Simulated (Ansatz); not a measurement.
# V_N-Pt_Ga in GaN (F-43m): charge-transition levels and formation energies, part 2 of 2

Aim: at which Fermi levels does V_N-Pt_Ga in GaN (F-43m) change its charge? The model is a cell of 54 host atoms with 1 site emptied and Pt put on another atom's site.

Ansatz; place-levels on r2SCAN runs: charge-transition levels and formation energies with image-charge correction and potential alignment at the atomic sites; PAW set soft_1.

So far: The structure; Charge states.

## (3) Placing the levels, r2SCAN

A charged cell interacts with its images and the background, and its potential has another zero than the host's. place-levels removes the first by a point-charge model, screened by the static dielectric constant since the ions have relaxed around the charge, and the second by comparing potentials at atoms far from the defect.

The host is a run of the defect-free crystal in the same cutoffs, grids and k-points, so that basis and sampling errors cancel in part in the differences. The host is run in a cell of 2 atoms on a matching mesh. Its band edges are searched through the zone by a band path, so the gap is smaller than, or equal to, that on the mesh. Chemical potentials are energies per atom of N (N2 molecule), Ga (alpha-Ga (Cmce)) and Pt (fcc), run with the same functional and cutoff.

Contents of levels.point.yaml:

```yaml
host:
  run: host.point.run
states: [qm1_M1.point.run, q0.point.run, q0_M2.point.run, qp1_M1.point.run, qp2.point.run, qp2_M2.point.run, qp3_M1.point.run]
geometry_from:
  qm1_M1.point.run: qm1_M1.relax.run
  q0.point.run: q0.relax.run
  q0_M2.point.run: q0_M2.relax.run
  qp1_M1.point.run: qp1_M1.relax.run
  qp2.point.run: qp2.relax.run
  qp2_M2.point.run: qp2_M2.relax.run
  qp3_M1.point.run: qp3_M1.relax.run
  host.point.run: host.relax.run
chemical_potentials:
  "N":
    energy: -384.814403
    dataset: "<sha256 of the dataset>"
  Ga:
    energy: -3790.270342
    dataset: <sha256 of the dataset>
  Pt:
    energy: -12538.255568
    dataset: "<sha256 of the dataset>"
epsilon: 6.0
static_epsilon: 10.56
vertical:
  - { from: qm1_M1.point.run, to: qm1_M1.point_neutral.run }
  - { from: qp1_M1.point.run, to: qp1_M1.point_neutral.run }
  - { from: qp2_M2.point.run, to: qp2_M2.point_neutral.run }
  - { from: qp3_M1.point.run, to: qp3_M1.point_neutral.run }
```

Run with:

```console
> ansatz place-levels levels.point.yaml -- --threads 4 --pin off --max-ram 15073MiB
```

The program printed:

```text
[... repeated set-up lines and file paths are left out, and long positions are rounded to six places ...]
(+3/+2) 0.154 eV beneath the valence edge, in the valence band
(+2/+1) 0.151 eV beneath the valence edge, in the valence band
(+1/0) 0.193 eV above the valence edge, 1.975 eV under the conduction edge
(0/-1) 0.811 eV above the valence edge, 1.357 eV under the conduction edge
formation energy of charge +3: +5.839 eV with the Fermi level at the valence edge
formation energy of charge +2: +5.686 eV with the Fermi level at the valence edge
formation energy of charge +1: +5.534 eV with the Fermi level at the valence edge
formation energy of charge 0: +5.728 eV with the Fermi level at the valence edge
formation energy of charge -1: +6.539 eV with the Fermi level at the valence edge
vertical -1 to 0: no energy, since no alignment is typed
  the change from vertical[0].from (qm1_M1.point.run) to vertical[0].to (qm1_M1.point_neutral.run): by its potential at epsilon 6 it stands at 0.398 0.399 0.617, with an rms radius of about 2.6 Å (1.5 1.5 1.5 Å across the planes of the cell's vectors); [...]
vertical +1 to 0: no energy, since no alignment is typed
  the change from vertical[1].from (qp1_M1.point.run) to vertical[1].to (qp1_M1.point_neutral.run): by its potential at epsilon 6 it stands at 0.388 0.382 0.513, with an rms radius of about 1.9 Å (0.9 0.9 1.4 Å across the planes of the cell's vectors); [...]
vertical +2 to 0: no energy, since no alignment is typed
  the change from vertical[2].from (qp2_M2.point.run) to vertical[2].to (qp2_M2.point_neutral.run): by its potential at epsilon 6 it stands at 0.378 0.390 0.552, with an rms radius of about 2.0 Å (0.9 1.0 1.4 Å across the planes of the cell's vectors); [...]
vertical +3 to 0: no energy, since no alignment is typed
  the change from vertical[3].from (qp3_M1.point.run) to vertical[3].to (qp3_M1.point_neutral.run): by its spins about the atoms it stands at 0.351 0.319 0.720, with an rms radius of about 2.1 Å (1.2 1.6 0.8 Å across the planes of the cell's vectors); [...]
  edges by r2scan, gap 2.168 eV; the host is sampled to repeats of 19.08 Å
  the defect's cells are sampled to repeats of 19.08 Å, like sampling
  charge +3: -121147.8389 eV with its correction of +2.247 eV, at epsilon 10.56, aligned at sites: +0.0540 eV, mean over 16 atomic sites at or beyond 4.77 Å from the defect at [0.3750, 0.3750, 0.5417], with +0.000000 for the charge's moments and without [...]
  charge +2: -121138.5430 eV with its correction of +1.093 eV, at epsilon 10.56, aligned at sites: +0.0832 eV, mean over 16 atomic sites at or beyond 4.77 Å from the defect at [0.3750, 0.3750, 0.5417], with -0.000000 for the charge's moments and without [...]
  charge +1: -121129.2445 eV with its correction of +0.331 eV, at epsilon 10.56, aligned at sites: +0.0989 eV, mean over 16 atomic sites at or beyond 4.77 Å from the defect at [0.3750, 0.3750, 0.5417], with +0.000000 for the charge's moments and without [...]
  charge 0: +0.000 eV for its dipole among its images, +0.000 omitted
  charge -1: -121109.3409 eV with its correction of +0.104 eV, at epsilon 10.56, aligned at sites: +0.1274 eV, mean over 16 atomic sites at or beyond 4.77 Å from the defect at [0.3750, 0.3750, 0.5417], with +0.000000 for the charge's moments and without [...]
  charge +2: states[4] (qp2.point.run) stands 0.117 eV higher, with a moment of 0.00 μB against 2.00
  charge 0: states[1] (q0.point.run) stands 0.229 eV higher, with a moment of 0.00 μB against 2.00
  of states[6] (qp3_M1.point.run): it parts from the run at its places by a charge that spreads by about 1.6 Å along one vector (1.3 Å or more is wide), by the spins about the atoms, where the cell does not tell a trapped carrier from a band state. [...]
  of states[5] (qp2_M2.point.run): it parts from the run at its places by a charge that spreads by about 1.4 Å along one vector (1.3 Å or more is wide), by its potential at epsilon 6, taken for that of held ions (one typed too small widens it), where the cell [...]
  of states[3] (qp1_M1.point.run): it parts from the run at its places by a charge that spreads by about 1.4 Å along one vector (1.3 Å or more is wide), by its potential at epsilon 6, taken for that of held ions (one typed too small widens it), where the cell [...]
  of states[2] (q0_M2.point.run): its displacements don't fall off away from the defect: farther atoms stand 0.014 Å off the host's places. [...]
  of states[0] (qm1_M1.point.run): it parts from the run at its places by a charge that spreads by about 1.5 Å along one vector (1.3 Å or more is wide), by its potential at epsilon 6, taken for that of held ions (one typed too small widens it), where the cell [...]
  of states[4] (qp2.point.run): how wide its charge is, is not read beside other atoms or cores, and a band state would take no correction. [...]
  of states[1] (q0.point.run): its displacements don't fall off away from the defect: farther atoms stand 0.017 Å off the host's places. [...]
  of vertical[0].from (qm1_M1.point.run): its displacements don't fall off away from the defect: farther atoms stand 0.022 Å off the host's places. [...]
  of vertical[0].to (qm1_M1.point_neutral.run): its displacements don't fall off away from the defect: farther atoms stand 0.022 Å off the host's places. [...]
  of vertical[1].from (qp1_M1.point.run): its displacements don't fall off away from the defect: farther atoms stand 0.016 Å off the host's places. [...]
  of vertical[1].to (qp1_M1.point_neutral.run): its displacements don't fall off away from the defect: farther atoms stand 0.016 Å off the host's places. [...]
  of vertical[2].from (qp2_M2.point.run): its displacements don't fall off away from the defect: farther atoms stand 0.016 Å off the host's places. [...]
  of vertical[2].to (qp2_M2.point_neutral.run): its displacements don't fall off away from the defect: farther atoms stand 0.016 Å off the host's places. [...]
  of vertical[3].from (qp3_M1.point.run): stability_check_not_made; [...]
```

Wall time 0.57 s (4 threads of Arm Neoverse V2, shared host).

Levels between the charges placed, in eV above the valence top:

```csv
,gap (eV),(+3/+2),(+2/+1),(+1/0),(0/−1)
r2SCAN,2.17,-0.15,-0.15,0.19,0.81
```

Corrections by state:

```csv
charge,moment (μB),image terms and alignment (eV),band filling (eV),ε used,"over the lowest of its charge, as the program ranks them, band filling apart (eV)"
+3,1.0,2.247,-,10.56,0.000
+2,2.0,1.093,-,10.56,0.000
+1,1.0,0.331,-,10.56,0.000
0,2.0,0.000,-,-,0.000
−1,1.0,0.104,-,10.56,0.000
+2,0.0,1.081,-,10.56,0.117
0,0.0,0.000,-,-,0.229
```

The charged structures listed were also run neutral, and place-levels reads from each pair, by the potential or the spins, how wide the charge is by which they differ; that can be the carrier of either run.

```csv
charge,rms radius (Å),spread where it is widest against the cell (Å),wide from (Å),reading
+3,2.1,1.57,1.35,wide
+2,2.0,1.43,1.35,wide
+1,1.9,1.44,1.35,wide
−1,2.6,1.49,1.35,wide
```

The neutral runs of these pairs need not share the spin of the lowest neutral state, and very wide values only mean spread over the cell.

From the program's caveats on the states, each cut to its opening words:

- charge +3 (1 μB): it parts from the run at its places by a charge that spreads by about 1.6 Å along one vector (1.3 Å or more is wide), by the spins about the atoms, where the [...]
- charge +3 (1 μB): its alignment with the host at atomic sites is doubtful: the mean over the far sites moves by -0.0671 eV from their farther parts to their nearer, more than [...]
- charge +3 (1 μB), +2 (2 μB), +1 (1 μB), 0 (2 μB), −1 (1 μB): flagged: stability check not made
- charge +2 (2 μB), +1 (1 μB): it parts from the run at its places by a charge that spreads by about 1.4 Å along one vector (1.3 Å or more is wide), by its potential at epsilon 6, taken for [...]
- charge +2 (2 μB): the far atoms show a dipole or second moment of the defect's charge, for which the correction takes or leaves out 0.204 eV: further moments aren't read, and [...]
- charge +2 (2 μB), +1 (1 μB): its displacements don't fall off away from the defect: farther atoms stand 0.016 Å off the host's places
- charge 0 (2 μB): its displacements don't fall off away from the defect: farther atoms stand 0.014 Å off the host's places
- charge −1 (1 μB): it parts from the run at its places by a charge that spreads by about 1.5 Å along one vector (1.3 Å or more is wide), by its potential at epsilon 6, taken for [...]
- charge −1 (1 μB): its displacements don't fall off away from the defect: farther atoms stand 0.022 Å off the host's places
- charge +2: how wide its charge is, is not read beside other atoms or cores, and a band state would take no correction
- charge +2: its alignment with the host at atomic sites is doubtful: the mean over the far sites moves by -0.0526 eV from their farther parts to their nearer, more than [...]
- charge +2: its displacements don't fall off away from the defect: farther atoms stand 0.011 Å off the host's places
- charge 0: its displacements don't fall off away from the defect: farther atoms stand 0.017 Å off the host's places
- charge 0: filled levels lie above empty ones at the fixed electron count

The host's formation energy from the elements is -0.646 eV per atom; it sets how far the chemical potentials can move.

Limit set by the element alone; other compounds of these elements are not counted. Chemical potentials from the elements' reference states: Ga 0.00 eV, N -1.29 eV, Pt 0.00 eV. Formation energies (Ga-rich), with the Fermi level at the valence top and at the conduction bottom (gap 2.17 eV):

```csv
charge,at valence top (eV),at conduction bottom (eV),correction included (eV)
+3,4.55,11.05,2.25
+2,4.39,8.73,1.09
+1,4.24,6.41,0.33
0,4.44,4.44,0.00
−1,5.25,3.08,0.10
```

Fermi level (eV), lowest formation energy (eV) and a bar from the least value:
```
     0.00       4.24 ##########################
     0.20       4.44 ##############################
     0.39       4.44 ##############################
     0.59       4.44 ##############################
     0.79       4.44 ##############################
     0.98       4.26 ##########################
     1.18       4.06 ######################
     1.38       3.87 #################
     1.58       3.67 #############
     1.77       3.47 #########
     1.97       3.28 ####
     2.17       3.08
```

Limit set by the element alone; other compounds of these elements are not counted. Chemical potentials from the elements' reference states: N 0.00 eV, Ga -1.29 eV, Pt 0.00 eV. Formation energies (N-rich), with the Fermi level at the valence top and at the conduction bottom (gap 2.17 eV):

```csv
charge,at valence top (eV),at conduction bottom (eV),correction included (eV)
+3,4.55,11.05,2.25
+2,4.39,8.73,1.09
+1,4.24,6.41,0.33
0,4.44,4.44,0.00
−1,5.25,3.08,0.10
```

(Fermi level (eV), lowest formation energy (eV)): (0.00, 4.24), (0.20, 4.44), (0.39, 4.44), (0.59, 4.44), (0.79, 4.44), (0.98, 4.26), (1.18, 4.06), (1.38, 3.87), (1.58, 3.67), (1.77, 3.47), (1.97, 3.28), (2.17, 3.08)

## (4) Results

| Property | Result |
| --- | --- |
| gap of the host | 2.17 eV (r2SCAN) |
| level (plus 3/plus 2) | 0.15 eV below the valence top |
| level (plus 2/plus 1) | 0.15 eV below the valence top |
| level (plus 1/0) | 0.19 eV above the valence top |
| level (0/minus 1) | 0.81 eV above the valence top |
| lowest of the charges placed, just above the valence top (0.02 eV) | +1 |
| lowest of the charges placed, just below the conduction bottom (0.02 eV) | −1 |
| lowest formation energy at mid-gap of the charges run, Ga-rich | 4.16 eV |
| lowest formation energy at mid-gap of the charges run, N-rich | 4.16 eV |

Of the charges placed (−1, 0, +1, +2 and +3), the lowest changes at 0.19 eV (+1/0) and 0.81 eV (0/−1) above the valence top, in a gap of 2.17 eV. (+1/0) lies nearer to a band edge than the share of the finite-size correction in it (0.33 eV), and that correction holds for a localised charge alone. Charges below −1 were not placed, so these runs say nothing of levels that involve them. States placed: +3 at 1 μB; +2 at 2 μB and 0 μB; +1 at 1 μB; 0 at 2 μB and 0 μB; −1 at 1 μB. Other spin states or structures, where not listed, weren't placed. Corrections reach 2.2 eV, so the cell is small for these charges and their levels are rough. Pt is taken at its element; compounds, which aren't counted here, bound the chemical potentials and would shift these formation energies. The program doubts the alignment of potentials for at least one state, a sign that the cell is small. Keep in mind: r2SCAN makes the gap too small and tends to spread out bound carriers; where a gas molecule sets a chemical potential or the host's formation energy, its binding is uncorrected; spin–orbit coupling, which can matter with heavy atoms, is left out.

[Logs are printed without paths, hosts, clocks, repeated set-up lines and the standing remarks that a program may print on its own settings, such as how far it seeks lower states.]

[Hosts, paths, dates, database ids (printed as entryN), source tags and the programs' standing remarks are cut or masked in the printed files.]

[Where a table of states has a column of steps, it counts the stored structures, which are thinned; the runs took as many ionic steps or more.]

[A defect's name tells the site on which it was built; relaxed atoms can leave that site.]

[For some hosts the program warned that the k-mesh of the response run may be too coarse for force constants and the static dielectric constant; such warnings are not shown here.]
